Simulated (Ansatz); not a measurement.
CsPbBr3 (Pm-3m), computed twice by G0W0.

It takes space group Pm-3m (No. 221, cubic). Conventional cell: a = 5.949 Å, b = 5.949 Å, c = 5.949 Å, α = 90.00°, β = 90.00°, γ = 90.00°. Nearest to Cs lie 12 Br at 4.21 Å. Nearest to Pb lie 6 Br at 2.97 Å. Nearest to Br lie 2 Pb at 2.97 Å and 4 Cs at 4.21 Å. Farther neighbours and most contacts between anions are not listed.

```
Cs Pb Br
1.0
     5.94863    0.00000    0.00000
     0.00000    5.94863    0.00000
     0.00000    0.00000    5.94863
Cs Pb Br
1 1 3
Direct
  0.00000 0.00000 0.00000
  0.50000 0.50000 0.50000
  0.50000 0.50000 0.00000
  0.50000 0.00000 0.50000
  0.00000 0.50000 0.50000
```

The cell and positions are those that the Materials Project relaxed with its own functionals (PBE, PBE+U or r2SCAN), kept fixed. Spin-orbit coupling is left out unless a run names it.

The first (Ansatz 0.2.0; start PBE, 4×4×4 mesh, 878 empty bands, screening to 150 eV, hard PAW files; 1 × NVIDIA H100 80GB HBM3 (shared by 3 runs) with 4 threads of AMD EPYC 7R13 (Zen 3), shared host) gave, on its mesh: starting gap 1.69 eV, G0W0 gap 2.76 eV, RPA ε∞ (mean) 5.21, 68 s.

The second gave: starting gap 1.69 eV, G0W0 gap 2.85 eV, RPA ε∞ (mean) 5.21, 1.9 min.

What was changed in the input? Choose among start, files, mesh, bands and cutoff, frequency model or another key.

Changed: empty bands from 878 to 1559 and screening cutoff (eV) from 150.0 to 220.0. The starting gap stayed, which rules out the functional and points to the GW step. Other changes could give like numbers; this is the one that was made.

Limits: not at the basis limit; no spin-orbit coupling.

[Paths, hosts, dates, memory and timing lines, banners, echoed tables and standing remarks are left out of the program output.]

[Logs are printed without paths, hosts, clocks, repeated set-up lines and the standing remarks that a program may print on its own settings, such as how far it seeks lower states.]

[Runs of the session that timed out or met a known fault of the program may be left out.]

[Cells called generated may have been cut or substituted from an entry of the Crystallography Open Database or the Materials Project.]

[Hosts, paths, dates, database ids (printed as entryN), source tags and the programs' standing remarks are cut or masked in the printed files.]
